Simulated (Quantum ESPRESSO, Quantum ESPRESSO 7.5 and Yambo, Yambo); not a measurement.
**Excitons of WS2 (Tungstenite): kernels and approximations**

Aim: the absorption spectrum of WS2 (Tungstenite) with electron-hole interaction, and what each part of the kernel does.

Main program and level: Quantum ESPRESSO 7.5 and Yambo 5.3.0; PBE and many-body steps on it, plane waves.

## Step 1: The structure

Symmetry: P6_3/mmc, No. 194, hexagonal system. Conventional cell: a = 3.153 Å, b = 3.153 Å, c = 12.323 Å, α = 90.00°, β = 90.00°, γ = 120.00°. W has 6 S at 2.40 Å nearest. Nearest to S lie 3 W at 2.40 Å. Farther neighbours and most contacts between anions are not listed.

The cell and positions come from the Crystallography Open Database and are kept as given unless a step says otherwise. Spin-orbit coupling is left out unless a step names it.

## Step 2: Empty states on the mesh, 6×6×2 mesh, 182 bands

This step: Quantum ESPRESSO 7.5; DFT, PBE, plane waves, norm-conserving pseudopotentials.

The sums over transitions need many empty states on a uniform mesh; this step solves for them.

The input, pw.in:

```
&control
  calculation = 'nscf'
  prefix = 'x'
  outdir = 'o'
  pseudo_dir = 'pseudo'
/
&system
  ibrav = 0
  nat = 6
  ntyp = 2
  ecutwfc = 62.0
  nbnd = 182
  force_symmorphic = .true.
/
&electrons
  conv_thr = 1e-9
  electron_maxstep = 80
  diago_full_acc = .true.
  diago_thr_init = 5e-6
/
ATOMIC_SPECIES
  W 183.84 W.upf
  S 32.06 S.upf
CELL_PARAMETERS angstrom
  3.1532000000 0.0000000000 0.0000000000
  -1.5766000000 2.7307513032 0.0000000000
  0.0000000000 0.0000000000 12.3230000000
ATOMIC_POSITIONS crystal
  W 0.3333333333 0.6666666667 0.2500000000
  W 0.6666666667 0.3333333333 0.7500000000
  S 0.3333333333 0.6666666667 0.6225000000
  S 0.6666666667 0.3333333333 0.1225000000
  S 0.3333333333 0.6666666667 0.8775000000
  S 0.6666666667 0.3333333333 0.3775000000
K_POINTS automatic
  6 6 2 0 0 0
```

Command:

```
OMP_NUM_THREADS=1 mpirun -n 8 pw.x -nk 4 -in pw.in > pw.out
```

The log of the run:

```text
Program PWSCF v.7.5 starts

     This program is part of the open-source Quantum ESPRESSO suite
     for quantum simulation of materials; please cite
         "P. Giannozzi et al., J. Phys.:Condens. Matter 21 395502 (2009);
         "P. Giannozzi et al., J. Phys.:Condens. Matter 29 465901 (2017);
         "P. Giannozzi et al., J. Chem. Phys. 152 154105 (2020);
     in publications or presentations arising from this work. More details at

     Atomic positions and unit cell read from directory:
     o/x.save/

     Message from routine setup:
[...]
36.0390  36.1003  36.2642  36.6813  39.0123  39.4205  39.5851  40.0290
     [... 11 further rows ...]
    71.3191  71.7348  71.8596  71.9423  72.2341  73.3383  73.4273  73.4770
    73.7454  73.9494  73.9603  74.5590  74.9284  74.9589

          k = 0.0000 0.1925-0.1279 (  5944 PWs)   bands (ev):

     [... further k-points ...]

     highest occupied, lowest unoccupied level (ev):    11.7694   12.7500

     XML data file, pseudopotentials, collected wavefunctions

=------------------------------------------------------------------------------=
   JOB DONE.
=------------------------------------------------------------------------------=
```

Elapsed: 48 s, on 8 MPI ranks of Arm Neoverse N1, shared host; peak memory 0.8 GiB; 6.4 min of CPU time.

This step gave:

| Item | Value |
| --- | --- |
| gap | 0.9806 eV |
| k of the valence top | 0, 0, 0 |
| k of the conduction bottom | 0.1667, 0.1667, 0 |
| least direct gap | 1.837 eV |
| k points computed | 14 |
| lowest point of the top converged band, above the valence top | 62.5662 eV |

On this mesh the gap is 0.981 eV.

The density comes from a self-consistent run that is not shown.

## Step 3: Conversion and set-up

This step: Yambo 5.3.0; conversion and set-up on PBE, plane waves, norm-conserving pseudopotentials.

The states are converted to the many-body program's format and the q mesh is built.

Command:

```
(cd o/x.save; p2y > p2y.log; mv SAVE ../..); yambo > setup.log
```

The log of the run:

```text
 Yambo, version 5.3.0

 [02] CORE Variables Setup
 =========================

  [02.01] Unit cells
  ==================

  Cell kind             :  HCP
  Atoms in the cell     :  W  S
  number of W  atoms    :  2
  number of S  atoms    :   4

  List of atomic masses
  Mass of W     :  183.8400
  Mass of S     :  32.06000

  List of atomic coordinates    : [cc]
  W1       : -0.29793E-09   3.4402       5.8218      order 1
  W2       :   2.97934   1.72012  17.46532  order 2
  S1       : -0.29793E-09   3.4402       14.496      order 3
[...]
Q [ 1]         [rlu]:  0.000000  0.000000  0.000000
 Q [ 2]         [rlu]:  0.000000  0.000000 -0.500000
 Q [ 3]         [rlu]:  0.15111E-17  0.16667       0.0000
[...]
Q [ 8]         [rlu]: -0.45334E-17 -0.50000     -0.50000
 Q [ 9]         [rlu]:  0.166667  0.166667  0.000000
 Q [10]         [rlu]:  0.166667  0.166667 -0.500000
 Q [11]         [rlu]:  0.166667  0.333333  0.000000
 Q [12]         [rlu]:  0.166667  0.333333 -0.500000
 Q [13]         [rlu]:  0.333333  0.333333  0.000000
 Q [14]         [rlu]:  0.333333  0.333333 -0.500000

  [03.01] X indexes
  =================

   [03.01.01] Sigma indexes
   ========================

 [06] Game Over & Game summary
```

It took 3.5 s on 1 MPI rank; peak memory 0.25 GiB.

## Step 4: Screening and self-energy, 6×6×2 mesh, 182 bands, screening to 122.5 eV

G0W0 replaces the xc potential by the self-energy, built once from these orbitals. Only a window of levels is corrected, while the sums run over the empty bands that the input names.

This step: G0W0 on PBE, plane waves, norm-conserving pseudopotentials.

The input, gw1.in:

```
HF_and_locXC
gw0
dyson
ppa
em1d
rim_cut
RandQpts= 1000000
RandGvec= 1 RL
EXXRLvcs= 62 Ry
VXCRLvcs= 248 Ry
Chimod= "HARTREE"
% BndsRnXp
 1 | 182 |
%
NGsBlkXp= 9 Ry
% LongDrXp
 1 | 1 | 1 |
%
% GbndRnge
 1 | 182 |
%
DysSolver= "n"
ExtendOut
PPAPntXp= 27.21138 eV
% QPkrange
 1 | 1 | 25 | 28 |
 9 | 9 | 25 | 28 |
 13 | 13 | 25 | 28 |
%
```

Command:

```
OMP_NUM_THREADS=2 mpirun -n 4 yambo -F gw1.in -J gw1 -C gw1 > gw1.log
```

The log of the run:

```text
 Yambo, version 5.3.0

 [02] CORE Variables Setup
 =========================

  [... cell, symmetries and grids as in the set-up ...]

  [02.05] Energies & Occupations
  ==============================

  [X] === General ===
  [X] Electronic Temperature                        :  0.000000  0.000000 [eV K]
  [X] Bosonic    Temperature                        :  0.000000  0.000000 [eV K]
  [X] Finite Temperature mode                       : no
  [X] El. density                                   :  0.49006E+24 [cm-3]
[...]
QP @ state[ 2 ] b range                          :  25  28
   QP @ state[ 3 ] K range                          :  13  13
   QP @ state[ 3 ] b range                          :  25  28
   GF energies kind                                 : Perdew, Burke & Ernzerhof(X)+Perdew, Burke & Ernzerhof(C)
   GF WF`s kind                                     : Perdew, Burke & Ernzerhof(X)+Perdew, Burke & Ernzerhof(C)
   Xs energies kind                                 : Perdew, Burke & Ernzerhof(X)+Perdew, Burke & Ernzerhof(C)
   Xs WF`s kind                                     : Perdew, Burke & Ernzerhof(X)+Perdew, Burke & Ernzerhof(C)

 [11] Game Over & Game summary
```

Run time: 12 min. Hardware: 4 MPI ranks; peak memory 2.9 GiB; 90 min of CPU time.

Numbers from this step:

* G0W0 gap on the points computed: 1.350 eV
* starting gap on the mesh: 0.9806 eV
* k of the valence top: 0, 0, 0
* k of the conduction bottom: 0.1667, 0.1667, 0
* least direct G0W0 gap on the computed points: 2.487 eV

The gap on the mesh goes from 0.98 eV to 1.35 eV, a correction of +0.37 eV.

The gap opens by 0.369 eV; the next steps shift the empty bands rigidly by 0.650 eV, the correction at the start's least direct gap.

## Step 5: Excitons

Light makes an electron and a hole together. The Bethe-Salpeter equation adds their screened attraction and their exchange, in a window of bands around the gap.

This step: Bethe-Salpeter equation on PBE with a scissors shift, plane waves, norm-conserving pseudopotentials.

The input, bse3.in:

```
optics
bss
bse
em1s
dipoles
rim_cut
RandQpts= 1000000
RandGvec= 1 RL
Chimod= "HARTREE"
BSKmod= "SEX"
BSEmod= "resonant"
BSSmod= "d"
BSENGexx= 30 Ry
BSENGBlk= 6 Ry
% BSEQptR
 1 | 1 |
%
% BSEBands
 17 | 34 |
%
% BEnRange
 0 | 7 | eV
%
% BDmRange
 0.1 | 0.1 | eV
%
BEnSteps= 141
% BLongDir
 1 | 0 | 0 |
%
% BndsRnXs
 1 | 98 |
%
NGsBlkXs= 6 Ry
% LongDrXs
 1 | 1 | 1 |
%
% KfnQP_E
 0.65 | 1.0 | 1.0 |
%
WRbsWF
```

Command:

```
OMP_NUM_THREADS=2 mpirun -n 4 yambo -F bse3.in -J bse3 -C bse3 > bse3.log
```

The log of the run:

```text
 Yambo, version 5.3.0

 [02] CORE Variables Setup
 =========================

  [... cell, symmetries and grids as in the set-up ...]

  [02.05] Energies & Occupations
  ==============================

  [X] === General ===
  [X] Electronic Temperature                        :  0.000000  0.000000 [eV K]
  [X] Bosonic    Temperature                        :  0.000000  0.000000 [eV K]
  [X] Finite Temperature mode                       : no
  [X] El. density                                   :  0.49006E+24 [cm-3]
  [X] Fermi Level                                   :  11.76937 [eV]

  [X] === Gaps and Widths ===
  [X] Conduction Band Min                           :  0.980635 [eV]
  [X] Valence Band Max                              :  0.000000 [eV]
  [X] Filled Bands                                  :  26
  [X] Empty Bands                                   :   27  182
  [X] Direct Gap                                    :  1.836911 [eV]
  [X] Direct Gap localized at k                     :  13
  [X] Indirect Gap                                  :  0.980635 [eV]
  [X] Indirect Gap between kpts                     :   1   9
  [X] Last valence band width                       :  1.836536 [eV]
  [X] 1st conduction band width                     :  1.369821 [eV]

 [03] Transferred momenta grid and indexing
 ==========================================

 [BZ sampling] Q-grid is User defined and/or read from the database

 IBZ Q-points                                      :  14
 BZ  Q-points                                      :   72

 K/Q-points units:
 rlu = crystal or reduced units; cc = cartesian coordinates; iku = interal k-units

 Q [ 1]         [rlu]:  0.000000  0.000000  0.000000
 Q [ 2]         [rlu]:  0.000000  0.000000 -0.500000
 Q [ 3]         [rlu]:  0.15111E-17  0.16667       0.0000
 Q [ 4]         [rlu]:  0.15111E-17  0.16667     -0.50000
 Q [ 5]         [rlu]:  0.30223E-17  0.33333       0.0000
 Q [ 6]         [rlu]:  0.30223E-17  0.33333     -0.50000
 Q [ 7]         [rlu]: -0.45334E-17 -0.50000       0.0000
 Q [ 8]         [rlu]: -0.45334E-17 -0.50000     -0.50000
 Q [ 9]         [rlu]:  0.166667  0.166667  0.000000
 Q [10]         [rlu]:  0.166667  0.166667 -0.500000
 Q [11]         [rlu]:  0.166667  0.333333  0.000000
 Q [12]         [rlu]:  0.166667  0.333333 -0.500000
 Q [13]         [rlu]:  0.333333  0.333333  0.000000
 Q [14]         [rlu]:  0.333333  0.333333 -0.500000

  [03.01] X + BSE indexes
  =======================

   [03.01.01] Sigma indexes
   ========================

 [04] Coloumb potential Random Integration (RIM)
 ===============================================

  [04.01] RIM initialization
  ==========================

  * Diagonal components only detected *

  8 x (sBL volume)        :  0.038490 [a.u.]
  sBZ random points       :  1000000
  Points outside the sBZ  :   7994252
  RL volume               :  0.346412 [a.u.]
  Integrated volume       :  0.346661 [a.u.]

  [04.02] RIM integrals
  =====================

  Gamma point sphere radius             :  0.061245 [a.u.]
  Points outside the sphere             :   799469
  [Int_sBZ(q=0) 1/q^2]*(Vol_sBZ)^(-1/3) =:  7.611437
                                 should be <:  7.795600

  Summary of Coulomb integrals for non-metallic bands |Q|[au] RIM/Bare

  Q [1] 0.100000E-4 0.976376 * Q [2] 0.134907 0.907353
  Q [3] 0.202931 1.107436 * Q [4] 0.243682 1.050908
  Q [9] 0.351486 1.035411 * Q [10] 0.376487 1.026507
  Q [5] 0.405861 1.026478 * Q [6] 0.427695 1.021295
  Q [11] 0.536904 1.015299 * Q [12] 0.553594 1.013509
  Q [7] 0.608792 1.012328 * Q [8] 0.623560 1.011216
  Q [13] 0.702972 1.009176 * Q [14] 0.715800 1.008560

 [WARNING] [Xs] User bands 1-98 break level degeneracy

 [WARNING] [BS] User bands 17-34 break level degeneracy

 [05] External/Internal QP corrections
 =====================================

 [QP_apply] Action to be applied: USER defined scissor

  [05.01]  QP corrections report
  ==============================

  [K+QP] === General ===
[...]
[K+QP] Direct Gap                                 :  2.486911 [eV]
  [K+QP] Direct Gap localized at k                  :  13
  [K+QP] Indirect Gap                               :  1.630635 [eV]
  [K+QP] Indirect Gap between kpts                  :   1   9
  [K+QP] Last valence band width                    :  1.836536 [eV]
  [K+QP] 1st conduction band width                  :  1.369821 [eV]

  [coarse-grid] Minimum Bare Gap        [ev]:  0.980635
  [coarse-grid] Minimum Gap Correction  [ev]:  0.650000

  Eqp @ K [ 1]
  -74.62213 -74.62213 -38.88595 -38.88588 -38.69709 -38.69709 -38.69707 -38.69707
  -15.64214 -15.41058 -14.09891 -13.66014  -7.64684  -6.59341  -3.84871  -3.47623
  -3.476227 -3.462015 -3.462015 -2.240888 -2.240888 -2.187290 -2.187290 -1.515704
  -1.221024  0.000000  2.960676  2.960676  2.971008  2.971008  3.010952  3.010952
    3.19790   3.19790   5.41409   5.63331   8.45403   8.96073   9.17913  10.30931
   10.30931  10.69121  10.74781  10.74781  12.07547  12.23354  12.23354  13.15024
[...]
Eqp @ K [ 2]
[...]
Eqp @ K [ 3]
[...]
Eqp @ K [ 4]
[...]
Eqp @ K [ 5]
[...]
Eqp @ K [ 6]
[...]
Eqp @ K [ 7]
[...]
Eqp @ K [ 8]
[...]
Eqp @ K [ 9]
[...]
-1.513553 -1.513552  2.029674  2.029690  2.867755  2.867759  3.308072  3.308083
     [... 25 further rows ...]
   11.38715  11.38717  12.21693  12.21697  12.23697  12.23697  12.37348  12.37348
   12.87901  12.87901  14.19421  14.19422  15.37630  15.37631  18.06055  18.06059

 [06] Dipoles
 ============

  [06.01] Setup: observables and procedures
  =========================================

  [WARNING] [x,Vnl] slows the Dipoles computation. To neglect it rename the ns.kb_pp file

  [WARNING] [r,Vnl^pseudo] included in position and velocity dipoles.

  [WARNING] In case H contains other non local terms, these are neglected

 [07] Static Dielectric Matrix
 =============================

 [WR./bse3//ndb.em1s]------------------------------------------------------------
  Brillouin Zone Q/K grids (IBZ/BZ)                :   14   72   14   72
  RL vectors                                       :   7665 [WF]
  Coulomb cutoff potential                         : none
  Electronic Temperature                           :  0.000000 [K]
  Bosonic    Temperature                           :  0.000000 [K]
  Static diel. fun.  energies                      : Perdew, Burke & Ernzerhof(X)+Perdew, Burke & Ernzerhof(C)
  wavefunctions                                    : Perdew, Burke & Ernzerhof(X)+Perdew, Burke & Ernzerhof(C)
  Global Gauge                                     : length
  X matrix size                                    :  181
  X band range                                     :    1   98
  X e/h energy range                               : -1.000000 -1.000000 [eV]
  X Time ordering                                  : T
  X Hxc Kernel                                     : HARTREE
  X Drude frequency                                :  0.000000  0.000000
  X poles                                          :  100.0000 [o/o]
  RL vectors in the sum                            :   7665
  [r,Vnl] included                                 : yes
  Field direction                                  :  0.577350E-5  0.577350E-5  0.577350E-5
  BZ energy Double Grid                            : no
  BZ energy DbGd points                            : 0
  BZ Q point size factor                           : -1.000000
  X Optical Averaged directions                    : none

 [08] Bethe Salpeter Equation driver
 ===================================

  [08.01] Bethe Salpeter Equation @q1
  ===================================

   [08.01.01] Transition pre-analysis @q1
   ======================================

   [08.01.02] Transition Groups build-up @q1
   =========================================

   [BSK] Transition groups (total):  28
   [BSK] Size (resonant):   5760
   [BSK]         (total):   5760
   [BSK] N. of matrices :  1

   [08.01.03] Loading Dipoles @q1
   ==============================

   [08.01.04] Independent Particles properties @q1
   ===============================================

   ==========================================================

   [BSE] Exchange components :  2009
   [BSE] Correlation components :   181  1071

    [08.01.05.01] Screened interaction header I/O
    =============================================

    [08.01.05.02] Main kernel loop
    ==============================

    [08.01.05.03] Wave-Function Phases
    ==================================

    [BSE] WF phases found       :  66.93122 [o/o]

   [08.01.06] BSE solver(s) @q1
   ============================

   [08.01.07] Diago Solver @q1
   ===========================

 [11] Game Over & Game summary
```

The job ended after 22 min (4 MPI ranks; peak memory 5.7 GiB; 1.9 h of CPU time).

Numbers from this step:

- transitions in the window: 5760
- direct gap of the transition levels: 2.487 eV
- lowest state: 2.255 eV
- first strong exciton (over a fiftieth of the strongest listed): 2.255 eV
- binding of the lowest state below the direct gap: 0.2316 eV
- Coulomb term of one mesh cell: 0.1796 eV

The binding is 1.3 times the screened Coulomb term of one mesh cell (0.18 eV), so it is not shown settled.

The lowest state lies at 2.255 eV, 0.232 eV under the direct gap.

Lines within 3 meV are set at the lowest of them, and the highest group, which the list may cut short, is left out. Lines of the exciton spectrum (strongest = 100):

| position (eV) | lines merged | strength, relative |
| --- | --- | --- |
| 2.255 | 4 | 100 |
| 2.448 | 4 | 12 |
| 2.481 | 4 | 0.1 |
| 2.594 | 4 | 1.1 |
| 2.776 | 2 | 0.0 |
| 2.786 | 2 | 0.2 |
| 2.834 | 2 | 21 |

The ε₂ has structure finer than the step of the table below, so its rows give means over 0.25 eV, whole bins alone (the curve runs from 0 to 7 eV). Peaks (eV: height): BSE 2.250: 20.5, 3.300: 27.0, 4.200: 22.4, 6.350: 12.3; no electron-hole interaction 2.600: 17.1, 3.500: 23.8, 4.600: 19.7, 5.150: 16.4, 6.650: 13.2.

Field along x; broadening 0.1 eV; transition window only. Limits: finite bands, cutoff and mesh; no spin-orbit coupling; exciton not shown settled in the k mesh. Table of ε₂ by photon energy; means over each step:

| photon energy (eV) | BSE | no electron-hole interaction |
| --- | --- | --- |
| 0.25 | 0.189 | 0.147 |
| 0.50 | 0.227 | 0.172 |
| 0.75 | 0.279 | 0.205 |
| 1.00 | 0.357 | 0.251 |
| 1.25 | 0.482 | 0.317 |
| 1.50 | 0.713 | 0.423 |
| 1.75 | 1.28 | 0.614 |
| 2.00 | 3.93 | 1.05 |
| 2.25 | 15.0 | 2.87 |
| 2.50 | 7.11 | 12.2 |
| 2.75 | 8.54 | 10.2 |
| 3.00 | 17.6 | 6.96 |
| 3.25 | 23.9 | 10.4 |
| 3.50 | 19.8 | 20.7 |
| 3.75 | 13.2 | 19.4 |
| 4.00 | 14.7 | 13.9 |
| 4.25 | 21.7 | 10.8 |
| 4.50 | 19.3 | 16.7 |
| 4.75 | 14.2 | 17.5 |
| 5.00 | 12.6 | 14.8 |
| 5.25 | 11.6 | 15.6 |
| 5.50 | 10.5 | 11.7 |
| 5.75 | 8.01 | 12.4 |
| 6.00 | 7.00 | 11.0 |
| 6.25 | 10.1 | 7.55 |
| 6.50 | 9.63 | 11.1 |
| 6.75 | 5.99 | 11.8 |

The program warns that the window of bands cuts a degenerate level, which breaks the symmetry of states and spectrum.

(Continued in part 2 of 3.)

[Paths, hosts, dates, memory and timing lines, banners, echoed tables and standing remarks are left out of the program output.]

[Logs are printed without paths, hosts, clocks, repeated set-up lines and the standing remarks that a program may print on its own settings, such as how far it seeks lower states.]

[Runs of the session that timed out or met a known fault of the program may be left out.]

[Hosts, paths, dates, database ids (printed as entryN), source tags and the programs' standing remarks are cut or masked in the printed files.]
